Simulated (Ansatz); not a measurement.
# Li on Pt(111): change of the work function

How does Li on the fcc site change the work function of Pt(111) as the layer fills?

Calculated with Ansatz 0.2.0; plane-wave DFT, PBE, Ansatz PAW.

Most raw output is cut from this account.

**1. The structure**

The cell holds 4 atoms: 4 Pt. Cell: a = 2.772 Å, b = 2.772 Å, c = 24.790 Å, α = 90.0°, β = 90.0°, γ = 60.0°. Vacuum lies along c.

**2. The clean slab**

The bare slab comes first, as the zero from which every change is counted. The two lowest layers are held at bulk places and the upper ones relax. The dipole correction removes the false field that a one-sided slab makes across the periodic vacuum, so each face gets a flat vacuum level of its own.

Contents of input.yaml:

```yaml
crystal:
  lattice:
    - [2.7718585823, 0.0, 0.0]
    - [1.3859292911, 2.4004999479, 0.0]
    - [0.0, 0.0, 24.7896391657]
  atoms:
    - { symbol: Pt, position: [0.0, 0.0, 0.3630549013] }
    - { symbol: Pt, position: [0.3333333333, 0.3333333333, 0.4543516338] }
    - { symbol: Pt, position: [0.6666666667, 0.6666666667, 0.5456483662] }
    - { symbol: Pt, position: [0.0, 0.0, 0.6369450987] }
kpoints:
  mp_grid: { grid: [12, 12, 1] }
hamiltonian:
  xc: pbe
scf:
  occupations: { method: fermi_dirac, width: 0.1 }
  convergence: { dr2_threshold: 1.0e-08 }
efield:
  axis: 3
  dipole_correction: true
  ramp_position: 0.97
  ramp_width: 0.06
relax:
  f_tol: 0.02
  max_steps: 60
  constraints: [{ sites: [0, 1] }]
output:
  write_potential: true
  write_density: true
  volumetric_format: npy
```

Run with:

```bash
ansatz run input.yaml --threads 4 --pin off --max-ram 6144MiB --backend cpu --events-out ev --progress --plain --runs-dir out
```

Run time: 7.6 s. Hardware: 4 threads of Intel Xeon Platinum 8559C (Emerald Rapids), shared host; peak memory 0.62 GiB; 29 s of CPU time.

The steps of the relaxation:

```
step  energy less that of the first step (eV)  largest force component (eV/Å)
   1                                   0.0000                          0.4882
   2                                  -0.0114                          0.3306
   3                                  -0.0224                          0.0711
   4                                  -0.0228                          0.0003
```

Forces are held to the 6 operations that the run works with; a distortion that breaks them can't arise in this run.

The atoms that moved most (Å):

```
atom     dx     dy     dz  length
 Pt4  0.000  0.000  0.116   0.116
 Pt3  0.000  0.000  0.044   0.044
```

The relaxed structure:

```cif
data_structure
_symmetry_space_group_name_H-M 'P 1'
_symmetry_Int_Tables_number 1
_cell_length_a 2.7719
_cell_length_b 2.7719
_cell_length_c 24.7896
_cell_angle_alpha 90.000
_cell_angle_beta 90.000
_cell_angle_gamma 60.000
_cell_volume 164.95
loop_
_atom_site_label
_atom_site_type_symbol
_atom_site_fract_x
_atom_site_fract_y
_atom_site_fract_z
_atom_site_occupancy
Pt1 Pt 0.00000 0.00000 0.36305 1
Pt2 Pt 0.33333 0.33333 0.45435 1
Pt3 Pt 0.66667 0.66667 0.54741 1
Pt4 Pt 0.00000 0.00000 0.64162 1
```

Numbers from this step:

- energy at zero smearing: -50090.8990 eV
- work function, upper face: 5.703 eV
- work function, lower face: 5.672 eV
- dipole along the normal: -0.001156 e·Å
- step between the vacuum levels: 0.03144 eV

Running mean over 2.263 Å of the planar mean; the ramp of the sawtooth is left out. The electron's electrostatic potential energy less the Fermi level by z:

z (Å), electron's electrostatic potential energy less the Fermi level (eV) and a bar from the least value:
```
        4        5.7 ##############################
        5        5.7 ##############################
        6        5.6 ##############################
        7        4.6 ############################
        8       -5.0 ############
        9      -11.6 #
       10      -12.1 
       11      -12.2 
       12      -11.8 #
       13      -11.9 
       14      -11.8 #
       15      -11.2 ##
       16      -11.3 #
       17       -3.7 ##############
       18        4.9 #############################
       19        5.7 ##############################
       20        5.7 ##############################
       21        5.7 ##############################
```

The relaxation took 4 steps and lowered the energy by 0.023 eV; the largest force on the free atoms ends at 3.5e-4 eV/Å.

The work function of the upper face is 5.70 eV.

**3. Adsorbate added, k-mesh 6×6×1, coverage 0.25 ML**

System of this step: Li/Pt(111). The cell holds 17 atoms: 16 Pt and 1 Li. Cell: a = 5.544 Å, b = 5.544 Å, c = 27.104 Å, α = 90.0°, β = 90.0°, γ = 60.0°. Vacuum lies along c.

The clean slab as it ended is repeated in the plane and the adsorbate is set on one face; the cell's size fixes the coverage, and the k-mesh shrinks with it to keep the sampling density about even. Adsorbate and upper layers relax, since the dipole depends on the height.

Contents of input.yaml:

```yaml
crystal:
  lattice:
    - [5.5437171645, 1.0e-10, 0.0]
    - [2.7718585822, 4.8009998959, 0.0]
    - [0.0, 0.0, 27.1038979105]
  atoms:
    - { symbol: Pt, position: [0.0, 0.0, 0.33205556] }
    - { symbol: Pt, position: [0.1666666667, 0.1666666667, 0.4155569466] }
    - { symbol: Pt, position: [0.3333333333, 0.3333333333, 0.5006649823] }
    - { symbol: Pt, position: [0.0, 0.0, 0.5868341723] }
    - { symbol: Pt, position: [0.0, 0.5, 0.33205556] }
    - { symbol: Pt, position: [0.1666666667, 0.6666666667, 0.4155569466] }
    - { symbol: Pt, position: [0.3333333333, 0.8333333333, 0.5006649823] }
    - { symbol: Pt, position: [0.0, 0.5, 0.5868341723] }
    - { symbol: Pt, position: [0.5, 0.0, 0.33205556] }
    - { symbol: Pt, position: [0.6666666667, 0.1666666667, 0.4155569466] }
    - { symbol: Pt, position: [0.8333333333, 0.3333333333, 0.5006649823] }
    - { symbol: Pt, position: [0.5, 0.0, 0.5868341723] }
    - { symbol: Pt, position: [0.5, 0.5, 0.33205556] }
    - { symbol: Pt, position: [0.6666666667, 0.6666666667, 0.4155569466] }
    - { symbol: Pt, position: [0.8333333333, 0.8333333333, 0.5006649823] }
    - { symbol: Pt, position: [0.5, 0.5, 0.5868341723] }
    - { symbol: Li, position: [0.1666666667, 0.1666666667, 0.66794444] }
kpoints:
  mp_grid: { grid: [6, 6, 1] }
hamiltonian:
  xc: pbe
scf:
  occupations: { method: fermi_dirac, width: 0.1 }
  convergence: { dr2_threshold: 1.0e-08 }
efield:
  axis: 3
  dipole_correction: true
  ramp_position: 0.97
  ramp_width: 0.06
relax:
  f_tol: 0.02
  max_steps: 60
  constraints: [{ sites: [0, 1, 4, 5, 8, 9, 12, 13] }]
output:
  dos: { projected: true, e_range: [-8, 4] }
  write_potential: true
  write_density: true
  volumetric_format: npy
  elf: true
```

Elapsed: 59 s, on 4 threads; peak memory 3.1 GiB.

Relaxation path:

```
step  energy less that of the first step (eV)  largest force component (eV/Å)
   1                                   0.0000                          0.8442
   2                                  -0.1127                          0.1267
   3                                  -0.1176                          0.0567
   4                                  -0.1182                          0.0023
```

Forces are held to the 6 operations that the run works with; a distortion that breaks them can't arise in this run.

The atoms that moved most (Å):

```
atom      dx      dy      dz  length
Li17   0.000   0.000  -0.206   0.206
Pt16   0.000   0.000   0.061   0.061
 Pt4  -0.015  -0.009   0.027   0.033
 Pt8   0.000   0.017   0.027   0.033
Pt12   0.015  -0.009   0.027   0.033
 Pt7   0.000  -0.002   0.019   0.019
 Pt3   0.001   0.001   0.019   0.019
Pt11  -0.001   0.001   0.019   0.019
```

Final coordinates:

```
Pt Li
1.0
     5.54372    0.00000    0.00000
     2.77186    4.80100    0.00000
     0.00000    0.00000   27.10390
Pt Li
16 1
Direct
  0.00000 0.00000 0.33206
  0.16667 0.16667 0.41556
  0.33350 0.33350 0.50136
  0.99819 0.99819 0.58785
  0.00000 0.50000 0.33206
  0.16667 0.66667 0.41556
  0.33350 0.83300 0.50136
  0.99819 0.50361 0.58785
  0.50000 0.00000 0.33206
  0.66667 0.16667 0.41556
  0.83300 0.33350 0.50136
  0.50361 0.99819 0.58785
  0.50000 0.50000 0.33206
  0.66667 0.66667 0.41556
  0.83333 0.83333 0.50006
  0.50000 0.50000 0.58908
  0.16667 0.16667 0.66036
```

Numbers from this step:

```yaml
energy_at_zero_smearing: -200569.7339 eV
work_function_upper_face: 2.546 eV
work_function_lower_face: 5.649 eV
dipole_along_the_normal: 0.4563 e·Å
step_between_the_vacuum_levels: -3.103 eV
```

Running mean over 2.263 Å of the planar mean; the ramp of the sawtooth is left out. The electron's electrostatic potential energy less the Fermi level by z:

```
z (Å)  electron's electrostatic potential energy less the Fermi level (eV)
    4                                                                 5.65
    5                                                                 5.65
    6                                                                 5.59
    7                                                                 4.57
    8                                                                -4.98
    9                                                                -11.6
   10                                                                -12.1
   11                                                                -12.2
   12                                                                -11.7
   13                                                                -11.8
   14                                                                -11.7
   15                                                                -10.9
   16                                                                -11.5
   17                                                                -5.42
   18                                                                 2.04
   19                                                                 2.27
   20                                                                 2.51
   21                                                                 2.54
   22                                                                 2.55
   23                                                                 2.55
```

The density of states has structure finer than the step of the table below, so its rows give means over 0.25 eV, whole bins alone (the curve runs from -8 to 1.98 eV). Peaks (eV: height): -5.650: 40.9, -4.420: 40.9, -3.670: 39.0, -3.220: 43.1, -3.070: 47.7, -2.980: 59.6, -0.570: 58.4.

Density of states against energy, zero at the Fermi level; means over each step:

energy (eV), density of states (states/eV a cell) and a bar:
```
    -7.75        2.2 
    -7.50        2.2 
    -7.25        2.5 
    -7.00        6.8 ####
    -6.75       10.1 ######
    -6.50       10.9 #######
    -6.25       14.4 ##########
    -6.00       17.1 ############
    -5.75       26.6 ###################
    -5.50       21.4 ###############
    -5.25       16.3 ###########
    -5.00       14.5 ##########
    -4.75       20.1 ##############
    -4.50       17.3 ############
    -4.25       20.4 ##############
    -4.00       23.0 ################
    -3.75       26.8 ###################
    -3.50       28.0 ####################
    -3.25       35.2 ##########################
    -3.00       40.3 ##############################
    -2.75       23.3 #################
    -2.50       17.8 ############
    -2.25       23.1 ################
    -2.00       23.8 #################
    -1.75       17.1 ############
    -1.50       23.1 ################
    -1.25       30.2 ######################
    -1.00       27.3 ####################
    -0.75       19.7 ##############
    -0.50       28.9 #####################
    -0.25       29.3 #####################
     0.00       26.5 ###################
     0.25       16.4 ###########
     0.50        8.8 #####
     0.75        7.1 ####
     1.00        3.7 #
     1.25        3.9 #
     1.50        5.8 ###
     1.75        8.1 #####
```

Projected DOS per atom over height of the atomic layer and energy from the Fermi level. Layers: Pt4 Pt4 Pt4 Pt4 Li from below.

Values in states/eV, 22 rows by 5 columns, each cell a mean:
```
0.36 0.32 0.35 0.33 0.44
0.20 0.16 0.16 0.18 0.31
0.34 0.29 0.30 0.36 0.21
0.78 0.70 0.69 0.70 0.10
1.72 2.09 1.97 1.27 0.13
1.75 1.40 1.31 1.81 0.06
1.80 1.31 1.36 1.90 0.09
1.82 1.18 1.37 1.86 0.10
1.69 0.99 1.34 1.70 0.15
1.44 1.06 1.11 1.72 0.13
2.10 1.27 1.36 1.87 0.06
2.40 2.01 1.90 2.60 0.05
1.55 1.66 1.61 1.62 0.03
1.02 1.49 1.66 1.28 0.01
1.09 1.11 1.29 1.12 0.01
0.87 1.02 1.05 0.89 0.00
1.12 1.72 1.58 1.21 0.02
0.90 1.62 1.36 0.68 0.02
0.53 1.20 1.04 0.40 0.02
0.32 0.58 0.47 0.28 0.02
0.11 0.21 0.19 0.11 0.01
0.09 0.19 0.17 0.09 0.01
```
Columns: height of the atomic layer (Å) from 9 to 17.9 (not evenly spaced); rows upwards: energy from the Fermi level (eV) from -7.96 to 1.95.

Valence density in the ca plane at fractional y = 0.167, with atoms of Pt and Li within 0.2 Å of it. It is the smooth field of the valence electrons, not physical close to the nuclei.

Ten steps, logarithmic in the rise over the least value, from '0' (0 e/Å³) to '9' (10 e/Å³), each cell a mean:
```
66432333322456533356542110000000000000000000
66432333322456533356542100000000000000000000
44333466532345432344432100000000000000000000
33334799753233322223321100000000000000000000
22235899853222221122221000000000000000000000
33235899853223221223321100000000000000000000
44333677643334322234432100000000000000000000
55432344322355532345542100000000000000000000
66432233222466543356642100000000000000000000
55432344332355532345542110000000000000000000
43333678643334322233332123100000000000000000
32235899853223221222222377400000000000000000
22235899853222221122222388500000000000000000
33334789743233322223322255200000000000000000
54333466532344432344432110000000000000000000
```
Columns run along c (16.0 Å, from fractional 0.33 to 0.92 of the cell), rows up along a (5.5 Å). Atoms in or near the plane, at fractional coordinates: Pt at (0.42, 0.17), Pt at (0.42, 0.67), Li at (0.66, 0.17).

ELF in the ca plane at fractional y = 0.167, with atoms of Pt and Li within 0.2 Å of it. It is the smooth field of the valence electrons, not physical close to the nuclei.

Ten even steps from '0' (0.00) to '9' (0.99), each cell a mean:
```
44322222222344322234433321000000000000000000
44322222222344322234433332100000000000000000
33222344322233322223322221100000000000000000
22223566532222211122222211000000000000000000
22223566632222211122222110000000000000000000
22223566532222211122222110000000000000000000
22222455422222221222222211000000000000000000
33322233222233322233333222100000000000000000
44322222222344322234433332100000000000000000
33222233222233322233333310000000000000000000
22222455422222221222233112100000000000000000
22223566532222211122232169700000000000000000
22223566632222211122332189810000000000000000
22223566532222211122232036300000000000000000
33222344322233322223333200000000000000000000
```
Columns run along c (16.0 Å, from fractional 0.33 to 0.92 of the cell), rows up along a (5.5 Å). Atoms in or near the plane, at fractional coordinates: Pt at (0.42, 0.17), Pt at (0.42, 0.67), Li at (0.66, 0.17).

Electrostatic potential energy in the ca plane at fractional y = 0.167, with atoms of Pt and Li within 0.2 Å of it. With pseudopotentials it is smooth inside the atoms' cores, unlike the true potential.

Ten even steps from '0' (-45 eV) to '9' (9 eV), each cell a mean:
```
34789988999753589864479999999999999999999999
44789888899753589864479999999999999999999999
67898633689876789986789999999999999999999999
88997200169988999998999999999999999999999999
99985000048999999999999999999999999999999999
99986000058999999999999999999999999999999999
77898411379987899987899999999999999999999999
45789877899864689875579999999999999999999999
33689988999743589863479999999999999999999999
55789866899864689875689999999999999999999999
88898411379987899988899876889999999999999999
99986000058999999999999743689999999999999999
99985000048999999999999632589999999999999999
88997200169988999998899855789999999999999999
66898644689876789986789988899999999999999999
```
Columns run along c (16.0 Å, from fractional 0.33 to 0.92 of the cell; values clipped at the 3rd and 97th percentile), rows up along a (5.5 Å). Atoms in or near the plane, at fractional coordinates: Pt at (0.42, 0.17), Pt at (0.42, 0.67), Li at (0.66, 0.17).

The relaxation took 4 steps and lowered the energy by 0.12 eV; the largest force on the free atoms ends at 0.0023 eV/Å.

By hand: a sheet of dipoles makes a step −p/(ε₀A) in the electron's potential. With e/ε₀ = 180.95 V·Å, p = 0.4563 e·Å and A = 26.62 Å², that is −180.95 × (0.4563) / 26.62 = -3.103 eV, and the two vacuum levels of the run differ by -3.103 eV.

The covered face has 2.55 eV, -3.16 eV against the clean one; the bare back face has moved by -0.02 eV, a measure of how thin the slab is.

[end of part 1 of 2]

[Logs are printed without paths, hosts, clocks, repeated set-up lines and the standing remarks that a program may print on its own settings, such as how far it seeks lower states.]

[Hosts, paths, dates, database ids (printed as entryN), source tags and the programs' standing remarks are cut or masked in the printed files.]

[Maps of the electrostatic potential energy from Ansatz leave out the sawtooth potential of an applied field or a dipole correction, so their vacuum need not be flat; planar profiles and work functions include it.]

[The density of states shown here was stored with 400 of the rows of the run's finer table, so its peaks can read low, often by over a quarter, or be missed, and its means over a window can be off by a tenth or more.]
